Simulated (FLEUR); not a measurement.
# MnS: which magnetic order is lowest

Wanted: the moments of MnS and the energy of each order that was tried.

Calculated with FLEUR MaX-R8.1; PBE with U = 4 eV on Mn d; all-electron FLAPW, Dirac cores, scalar-relativistic bands.

The database entry behind the starting cell differs from later determinations by our own check (an axis about 0.2 % short against later determinations), so it need not match the best structure at ambient conditions.

**1. Set-up**

It takes space group Fm-3m (No. 225, cubic). The conventional cell has a = 5.209 Å, b = 5.209 Å, c = 5.209 Å, α = 90.00°, β = 90.00°, γ = 90.00°. Nearest to Mn lie 6 S at 2.60 Å. Nearest to S lie 6 Mn at 2.60 Å. Farther neighbours and most contacts between anions are not listed.

Structure file:

```xyz
2
Lattice="0.0000 2.6045 2.6045 2.6045 0.0000 2.6045 2.6045 2.6045 0.0000" Properties=species:S:1:pos:R:3 pbc="T T T"
Mn    0.0000    0.0000    0.0000
S     2.6045    2.6045    2.6045
```

Steps with spin–orbit coupling that held too few empty states are left out.

**2. Start 1: ferro +**

The parallel start is the test of whether parallel moments hold. The U counters the self-interaction that shrinks the moments of a localised shell.

inpgen writes inp.xml from crystal.txt; cutoffs, mixing, functional, smearing and local orbitals are then set in the file. The k list default-1 (kpts.xml, not shown) is a Γ-centred 10×10×10 mesh; where the ranks do not divide the number of points, some are split in two of half the weight.

inp.xml reads:

```
<?xml version="1.0" encoding="UTF-8" standalone="no"?>
<fleurInput fleurInputVersion="0.39">
   <comment>
      MnS
   </comment>
   <calculationSetup>
      <cutoffs Kmax="3.97" Gmax="11.9" GmaxXC="11.9" numbands="0"/>
      <scfLoop itmax="120" minDistance="0.0001" maxIterBroyd="15" imix="Anderson" alpha="0.05" precondParam="0.0" spinf="2.0" sdNocoIR="T"/>
      <coreElectrons ctail="T" frcor="F" kcrel="0" coretail_lmax="0"/>
      <xcFunctional name="pbe" relativisticCorrections="F"/>
      <magnetism jspins="2"/>
      <soc l_soc="F" theta="0.0" phi="0.0" spav="F"/>
      <expertModes spex="0" secvar="F"/>
      <geometryOptimization l_f="F" forcealpha="1.0" forcemix="BFGS" epsdisp="0.00001" epsforce="0.00001"/>
      <ldaU l_linMix="F" mixParam="0.05" spinf="1.0"/>
   </calculationSetup>
   <cell>
      <bzIntegration valenceElectrons="21.0" mode="hist" fermiSmearingEnergy="0.00367493">
         <kPointListSelection listName="default-1"/>
         <xi:include xmlns:xi="http://www.w3.org/2001/XInclude" href="kpts.xml"> </xi:include>
      </bzIntegration>
      <xi:include xmlns:xi="http://www.w3.org/2001/XInclude" href="sym.xml"> </xi:include>
      <bulkLattice scale="1.0">
         <bravaisMatrix>
            <row-1>    0.0000000000000000     4.9217916915206992     4.9217916915206992</row-1>
            <row-2>    4.9217916915206992     0.0000000000000000     4.9217916915206992</row-2>
            <row-3>    4.9217916915206992     4.9217916915206992     0.0000000000000000</row-3>
         </bravaisMatrix>
      </bulkLattice>
   </cell>
   <atomSpecies>
      <species name="Manganese 4.500" element="Mn" atomicNumber="25">
         <mtSphere radius="2.8" gridPoints="925" logIncrement="0.013"/>
         <atomicCutoffs lmax="10" lnonsphr="8"/>
         <electronConfig flipSpins="F">
            <coreConfig>(1s1/2) (2s1/2) (2p1/2) (2p3/2)</coreConfig>
            <valenceConfig>(3s1/2) (3p1/2) (3p3/2) (4s1/2) (3d3/2) (3d5/2)</valenceConfig>
            <stateOccupation state="(3d3/2)" spinUp="1.75" spinDown="0.25"/>
            <stateOccupation state="(3d5/2)" spinUp="3.0" spinDown="0.0"/>
         </electronConfig>
         <energyParameters s="4" p="4" d="3" f="4"/>
         <ldaU l="2" U="4.0" J="0.0" l_amf="F"/>
         <lo type="SCLO" l="0" n="3" eDeriv="0"/>
         <lo type="SCLO" l="1" n="3" eDeriv="0"/>
      </species>
      <species name="Sulfur (S)" element="S" atomicNumber="16">
         <mtSphere radius="1.89" gridPoints="625" logIncrement="0.018"/>
         <atomicCutoffs lmax="8" lnonsphr="6"/>
         <electronConfig flipSpins="F">
            <coreConfig>(1s1/2) (2s1/2) (2p1/2) (2p3/2)</coreConfig>
            <valenceConfig>(3s1/2) (3p1/2) (3p3/2)</valenceConfig>
            <stateOccupation state="(3p1/2)" spinUp="0.666667" spinDown="0.666667"/>
            <stateOccupation state="(3p3/2)" spinUp="1.333333" spinDown="1.333333"/>
         </electronConfig>
         <energyParameters s="3" p="3" d="3" f="4"/>
      </species>
   </atomSpecies>
   <atomGroups>
      <atomGroup species="Manganese 4.500">
         <relPos label="                   1">.0000000000 .0000000000 .0000000000</relPos>
         <force calculate="T" relaxXYZ="TTT"/>
      </atomGroup>
      <atomGroup species="Sulfur (S)">
         <relPos label="                   2">1.000/2.000 1.000/2.000 1.000/2.000</relPos>
         <force calculate="T" relaxXYZ="TTT"/>
      </atomGroup>
   </atomGroups>
   <output dos="F" band="F" slice="F">
      <bandDOS minEnergy="-.5*Htr" maxEnergy="0.5*Htr" sigma="0.015" storeEVData="T"/>
      <plotting iplot="0" polar="F">
         <plot TwoD="T" vec1="  1.0  0.0  0.0" vec2="  0.0  1.0  0.0" vec3="  0.0  0.0  1.0" zero="  0.0  0.0  0.0" file="plot"/>
      </plotting>
      <moessbauerParams electricFieldGradient="F" isomerShift="F" coreHyperfine="F" valenceHyperfine="F"/>
   </output>
</fleurInput>
```

crystal.txt reads:

```
MnS
&input film=F cartesian=F /
0.00000000000  2.60450000000  2.60450000000
2.60450000000  0.00000000000  2.60450000000
2.60450000000  2.60450000000  0.00000000000
1.8897261246
1.0 1.0 1.0

2
25 0.00000000000  0.00000000000  0.00000000000 : 4.500
16 0.50000000000  0.50000000000  0.50000000000

&kpt div1=10 div2=10 div3=10 gamma=T /
```

The run is started by

```console
OMP_NUM_THREADS=1 inpgen -f crystal.txt > inpgen.log  # inp.xml is then edited as shown
OMP_NUM_THREADS=1 mpirun -n 2 fleur_MPI > fleur.log
```

The program printed:

```text
Welcome to FLEUR        (www.flapw.de)
      MaX-Release 8.1          (www.max-centre.eu)

 ========== k-point set info ==========
 Selected k-point list: default-1
 k-point list type: mesh
 0 x 0 x 0
 Number of k points: 48

 ------------Calculation Setup---------------------------
 Number of MPI-tasks      :            2
 Number of PE/node        :            2
 Number of OMP-threads    :            1
 k-points in parallel     :            2
 pe's per k-point         :            1
 No of k-point loops      :           24
 Eigenvalue solver        :       lapack
 Number of basis functions:          277
 Approximate size of matrices (H+S) per k-point:         0.001 GB
 --------------------------------------------------------
 no density matrix found ... skipping LDA+U
 Reset of history
 Iteration:     1   Distance:       6.96026129 me/bohr^3
 Iteration:     2   Distance:       7.37211116 me/bohr^3
 Iteration:     3   Distance:       6.78986116 me/bohr^3
 Iteration:     4   Distance:       3.88838456 me/bohr^3
 Iteration:     5   Distance:       1.97286558 me/bohr^3
 Iteration:     6   Distance:       1.47792693 me/bohr^3
 Iteration:     7   Distance:       0.33813806 me/bohr^3
 Iteration:     8   Distance:       0.24794999 me/bohr^3
 Iteration:     9   Distance:       0.02731630 me/bohr^3
 Iteration:    10   Distance:       0.02477569 me/bohr^3
 Iteration:    11   Distance:       0.00465958 me/bohr^3
 Iteration:    12   Distance:       0.00434996 me/bohr^3
 Iteration:    13   Distance:       0.00058659 me/bohr^3
 Iteration:    14   Distance:       0.00033578 me/bohr^3
 Iteration:    15   Distance:       0.00011169 me/bohr^3
 Iteration:    16   Distance:       0.00001963 me/bohr^3

 ********************************************************************
 Run finished successfully
 Stop message:
   all done
 ********************************************************************

--- out.xml (last complete iteration) ---
<iteration numberForCurrentRun="   16" overallNumber="   16">
         [... left out ...]
         <bandgap value="0.8208028889" units="eV"/>
         <sumValenceSingleParticleEnergies value="-13.5883349372" units="Htr"/>
         <FermiEnergy value="0.2776791915" units="Htr"/>
         <valenceDensity>
            <mtCharges spin="1">
               <mtCharge atomType="1" total="9.5300446" s="1.2464935" p="3.2873005" d="4.9406817" f="0.0424602"/>
               <mtCharge atomType="2" total="1.8316245" s="0.6339521" p="1.1792121" d="0.0168812" f="0.0013273"/>
            </mtCharges>
            <mtCharges spin="2">
               <mtCharge atomType="1" total="4.7674880" s="1.1743162" p="3.2286741" d="0.3154683" f="0.0365571"/>
               <mtCharge atomType="2" total="1.7416295" s="0.6165750" p="1.1206710" d="0.0040767" f="0.0002765"/>
            </mtCharges>
            <spinDependentCharge spin="1" total="12.9997268" interstitial="1.6380577" mtSpheres="11.3616691"/>
            <spinDependentCharge spin="2" total="8.0002732" interstitial="1.4911557" mtSpheres="6.5091176"/>
            <totalCharge value="21.0000000000"/>
         </valenceDensity>
         [... left out ...]
         <allElectronCharges>
            <spinDependentCharge spin="1" total="22.9997268" interstitial="1.6383276" mtSpheres="21.3613992"/>
            <spinDependentCharge spin="2" total="18.0002732" interstitial="1.4914247" mtSpheres="16.5088485"/>
            <totalCharge value="40.9999999931"/>
         </allElectronCharges>
         <magneticMomentsInMTSpheres units="muBohr">
            <globalMagMoment atomType="1" vec="0.00000   0.00000   4.76256"/>
            <localMagMoment atomType="1" vec="0.00000   0.00000   4.76256"/>
            <globalMagMoment atomType="2" vec="0.00000   0.00000   0.08999"/>
            <localMagMoment atomType="2" vec="0.00000   0.00000   0.08999"/>
         </magneticMomentsInMTSpheres>
         <moessbauerParams unitsHFF="kG" unitsIS="e/bohr^3" unitsEFG="Htr/bohr^2">
         </moessbauerParams>
         <totalEnergy value="    -1557.8558904464" units="Htr">
            <sumOfEigenvalues value="     -896.4692685853">
               <coreElectrons value="-882.8809336481"/>
               <valenceElectrons value="-13.5883349372"/>
            </sumOfEigenvalues>
            <densityCoulombPotentialIntegral value="-2369.3053042301"/>
            <densityEffectivePotentialIntegral value="-2470.5009089852"/>
            <chargeDenXCDenIntegral value="-78.0872063771"/>
            <FockExchangeEnergyValence value="0.0000000000"/>
            <FockExchangeEnergyCore value="0.0000000000"/>
            <atomTypeDependentContributions atomType="1">
               <electronNucleiInteractionDifferentMTs value="1382.9251479579"/>
               <MadelungTerm value="-6.7430038933"/>
            </atomTypeDependentContributions>
            <atomTypeDependentContributions atomType="2">
               <electronNucleiInteractionDifferentMTs value="468.7944521607"/>
               <MadelungTerm value="-11.0463429008"/>
            </atomTypeDependentContributions>
            <dftUCorrection value="-0.3612745584"/>
            <tkbTimesEntropy value="0.0000124644"/>
            <freeEnergy value="-1557.8559029107"/>
            <extrapolationTo0K value="-1557.8558966785"/>
         </totalEnergy>
         <ldaUDensityMatrix>
            <densityMatrixFor spin="1" atomType="1" uIndex="1" l="2" U="4.00000000" J="0.00000000">
               (+0.99196,+0.00000) (+0.00000,+0.00000) (+0.00000,+0.00000) (+0.00000,+0.00000) (+0.01910,+0.00000)
               (+0.00000,+0.00000) (+0.97285,+0.00000) (+0.00000,+0.00000) (+0.00000,+0.00000) (+0.00000,+0.00000)
               (+0.00000,+0.00000) (+0.00000,+0.00000) (+1.01106,+0.00000) (+0.00000,+0.00000) (+0.00000,+0.00000)
               (+0.00000,+0.00000) (+0.00000,+0.00000) (+0.00000,+0.00000) (+0.97285,+0.00000) (+0.00000,+0.00000)
               (+0.01910,+0.00000) (+0.00000,+0.00000) (+0.00000,+0.00000) (+0.00000,+0.00000) (+0.99196,+0.00000)
            </densityMatrixFor>
            <densityMatrixFor spin="2" atomType="1" uIndex="1" l="2" U="4.00000000" J="0.00000000">
               (+0.07295,+0.00000) (+0.00000,+0.00000) (+0.00000,+0.00000) (+0.00000,+0.00000) (+0.04930,+0.00000)
               (+0.00000,+0.00000) (+0.02365,+0.00000) (+0.00000,+0.00000) (+0.00000,+0.00000) (+0.00000,+0.00000)
               (+0.00000,+0.00000) (+0.00000,+0.00000) (+0.12226,+0.00000) (+0.00000,+0.00000) (+0.00000,+0.00000)
               (+0.00000,+0.00000) (+0.00000,+0.00000) (+0.00000,+0.00000) (+0.02365,+0.00000) (+0.00000,+0.00000)
               (+0.04930,+0.00000) (+0.00000,+0.00000) (+0.00000,+0.00000) (+0.00000,+0.00000) (+0.07295,+0.00000)
            </densityMatrixFor>
         </ldaUDensityMatrix>
         <ldaUDensityMatrixConvergence>
            <distance spin="1" distance="0.000000"/>
            <distance spin="2" distance="0.000001"/>
         </ldaUDensityMatrixConvergence>
         <densityConvergence units="me/bohr^3">
            <chargeDensity spin="1" distance="0.0000075985"/>
            <chargeDensity spin="2" distance="0.0000170579"/>
            <overallChargeDensity distance="0.0000196341"/>
            <spinDensity distance="0.0000176613"/>
         </densityConvergence>
      </iteration>
```

It took 40 s on 2 MPI ranks of Arm Neoverse N1, shared host; peak memory 0.15 GiB; 79 s of CPU time.

This step gave:

- free energy: -42391.4187 eV
- program's band gap on this mesh (in a metal only a level spacing): 0.8208 eV
- magnetization: 5.000 μB
- final state: ferromagnetic
- largest moment: 4.763 μB

After 16 cycles the largest moment stands at 4.76 μB.

(Part 1 of 2 ends here.)

[Logs and program files are shortened in this print: banners, set-up blocks, solver, clock and traceback lines can be left out without a mark of their own.]

[Logs are printed without paths, hosts, clocks, repeated set-up lines and the standing remarks that a program may print on its own settings, such as how far it seeks lower states.]

[Hosts, paths, dates, database ids (printed as entryN), source tags and the programs' standing remarks are cut or masked in the printed files.]

[Where a cell is said to come from a database of computed structures, the database is the Materials Project.]
